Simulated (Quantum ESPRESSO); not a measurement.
# SrO (Fm-3m): a worked LO-TO splitting

How high does the longitudinal optical mode of SrO (Fm-3m) lie, given the transverse one, the Born charge and ε∞?

Calculated with Quantum ESPRESSO 7.5; DFT LDA, scalar-relativistic, plane waves, GBRV ultrasoft pseudopotentials.

The database entry behind the starting cell differs from later determinations by our own check (about 0.5 % short), so it need not match the best structure at ambient conditions.

## (1) The relaxed structure

It takes space group Fm-3m (No. 225, cubic). Conventional cell: a = 5.067 Å, b = 5.067 Å, c = 5.067 Å, α = 90.00°, β = 90.00°, γ = 90.00°. Sr has 6 O at 2.53 Å nearest. Nearest to O lie 6 Sr at 2.53 Å. Farther neighbours and most contacts between anions are not listed.

This is the cell after its relaxation at this level of theory, not the database cell from which that began.

## (2) What the response run gave

A linear-response run on the relaxed cell, with the response to an electric field; only its zone-centre results are used. Cutoff 55 Ry, k mesh 8×8×8.

The program printed:

```text
[banners, grids, parts of the stress and lines that vanish by symmetry left out]
Program PHONON v.7.5
     Reading xml data from directory:

[...]
Exchange-correlation= PZ
                           (   1   1   0   0   0   0   0)
[...]
kinetic-energy cut-off    =      55.0000  Ry
     charge density cut-off    =     440.0000  Ry
     convergence threshold     =      1.0E-18
[...]
Exchange-correlation= PZ
                           (   1   1   0   0   0   0   0)
[...]
q = (   0.0000000   0.0000000   0.0000000 )
     49 Sym.Ops. (with q -> -q+G )
     G cutoff = 1021.7611  (  34327 G-vectors)     FFT grid: ( 45, 45, 45)
     G cutoff =  510.8806  (  12039 G-vectors)  smooth grid: ( 32, 32, 32)
     number of k points=    29
[...]
Mode symmetry, O_h (m-3m)  point group:
[...]
Dielectric constant
[...]
End of electric fields calculation
          Dielectric constant in cartesian axis
          (       3.872546569       0.000000000       0.000000000 )
          (       0.000000000       3.872546569       0.000000000 )
          (       0.000000000       0.000000000       3.872546569 )
          Effective charges (d Force / dE) in cartesian axis without acoustic sum rule applied (asr)
           atom    1  Sr    Mean Z*:        2.47276
      Ex  (        2.47276       -0.00000        0.00000 )
      Ey  (       -0.00000        2.47276       -0.00000 )
      Ez  (        0.00000       -0.00000        2.47276 )
           atom    2  O     Mean Z*:       -2.47268
      Ex  (       -2.47268        0.00000        0.00000 )
      Ey  (        0.00000       -2.47268       -0.00000 )
      Ez  (        0.00000       -0.00000       -2.47268 )
          Effective charges Sum: Mean:        0.00008
[...]
Effective charges (d Force / dE) in cartesian axis with asr applied:
           atom    1  Sr    Mean Z*:        2.47272
[...]
atom    2  O     Mean Z*:       -2.47272
[...]
Representation #   1 modes #   1   2   3
[...]
End of self-consistent calculation
     Convergence has been achieved
     Representation #   2 modes #   4   5   6
[...]
End of self-consistent calculation
     Convergence has been achieved
[...]
Dielectric constant in cartesian axis
          (       3.872546569       0.000000000       0.000000000 )
          (       0.000000000       3.872546569       0.000000000 )
          (       0.000000000       0.000000000       3.872546569 )
          Effective charges (d Force / dE) in cartesian axis without acoustic sum rule applied (asr)
           atom    1  Sr    Mean Z*:        2.47276
      Ex  (        2.47276       -0.00000        0.00000 )
      Ey  (       -0.00000        2.47276       -0.00000 )
      Ez  (        0.00000       -0.00000        2.47276 )
           atom    2  O     Mean Z*:       -2.47268
      Ex  (       -2.47268        0.00000        0.00000 )
      Ey  (        0.00000       -2.47268       -0.00000 )
      Ez  (        0.00000       -0.00000       -2.47268 )
          Effective charges Sum: Mean:        0.00008
[...]
Effective charges (d Force / dE) in cartesian axis with asr applied:
           atom    1  Sr    Mean Z*:        2.47272
[...]
atom    2  O     Mean Z*:       -2.47272
[...]
q = (    0.000000000   0.000000000   0.000000000 )
[...]
freq (    1) =      -0.289075 [THz] =      -9.642493 [cm-1]
     freq (    2) =      -0.289075 [THz] =      -9.642493 [cm-1]
     freq (    3) =      -0.289075 [THz] =      -9.642493 [cm-1]
     freq (    4) =       6.490403 [THz] =     216.496557 [cm-1]
     freq (    5) =       6.490403 [THz] =     216.496557 [cm-1]
     freq (    6) =       6.490403 [THz] =     216.496557 [cm-1]
[...]
Mode symmetry, O_h (m-3m)  point group:
     freq (   1-   3) =         -9.6  [cm-1]   --> T_1u G_15  G_4- I
     freq (   4-   6) =        216.5  [cm-1]   --> T_1u G_15  G_4- I

   JOB DONE.
```

```tsv
quantity	value
cell volume Ω (Å³)	32.518
mass of Sr (u)	87.620
mass of O (u)	15.999
Born charge of Sr, raw (e)	2.473
Born charge of O, raw (e)	-2.473
ε∞	3.873
ω(TO) after the sum rule (cm⁻¹)	217.0
```

## (3) The calculation

The charges must sum to zero over the cell; taking off their mean, 0.000 e, leaves Z* = 2.473 e on Sr. In the polar mode Sr moves against O, so the reduced mass is μ = 87.62 × 16.00 / 103.62 = 13.529 u.

A longitudinal wave builds up a field that adds to the restoring force: ω(LO)² = ω(TO)² + 4π Z*² / (μ Ω ε∞), in Hartree atomic units. With μ = 24661 electron masses and Ω = 219.44 bohr³ the second term is 3.6664e-06 Ha², or 176606 cm⁻² (1 Ha = 219474.6 cm⁻¹).

So ω(LO) = √(47093 + 176606) = 473.0 cm⁻¹, and by the Lyddane-Sachs-Teller relation ε₀ = ε∞ (ω(LO)/ω(TO))² = 18.39.

## (4) Check against the program

The analysis program adds the same non-analytic term to the full matrix, here for q along (1 0 0).

The program printed:

```text
[banner, memory and clock lines left out]
Program DYNMAT v.7.5

     Reading Dynamical Matrix from file g.dyn
     ...Force constants read
     ...epsilon and Z* read

     Polarizability (A^3 units)
     multiply by 0.510852 for Clausius-Mossotti correction
         7.433362    0.000000    0.000000
         0.000000    7.433362    0.000000
         0.000000    0.000000    7.433362

     IR activities are in (D/A)^2/amu units

# mode   [cm-1]    [THz]      IR
    1      0.00    0.0000    0.0000
    2      0.00    0.0000    0.0000
    3      0.00    0.0000    0.0000
    4    217.01    6.5059   10.4271
    5    217.01    6.5059   10.4271
    6    472.96   14.1791   10.4271
```

ε₀ comes from the program's run without a direction of q.

```tsv
quantity	by hand	program
ω(LO) (cm⁻¹)	473.0	473.0
ε₀	18.39	18.39
```

## (5) Results

| Property | Result |
| --- | --- |
| TO mode | 217.0 cm⁻¹ |
| LO mode | 473.0 cm⁻¹ |
| static dielectric constant | 18.39 |

**Reading.** The LO mode of SrO (Fm-3m) lies at 473 cm⁻¹, 256 cm⁻¹ above the TO mode; the formula meets the program within 0.1 cm⁻¹, as it must for a cubic crystal with one polar mode. ω(LO)² − ω(TO)² goes with Z*²/ε∞: an error of 5 % in ε∞ would move the LO mode by 9.0 cm⁻¹, and semilocal functionals tend to overestimate ε∞. These are harmonic values at zero temperature, at the volume of this functional, for the structure held cubic; stability elsewhere in the zone is no part of this calculation.

[Host names and launcher messages were left out of these logs when they were recorded.]

[Logs are printed without paths, hosts, clocks, repeated set-up lines and the standing remarks that a program may print on its own settings, such as how far it seeks lower states.]

[Hosts, paths, dates, database ids (printed as entryN), source tags and the programs' standing remarks are cut or masked in the printed files.]
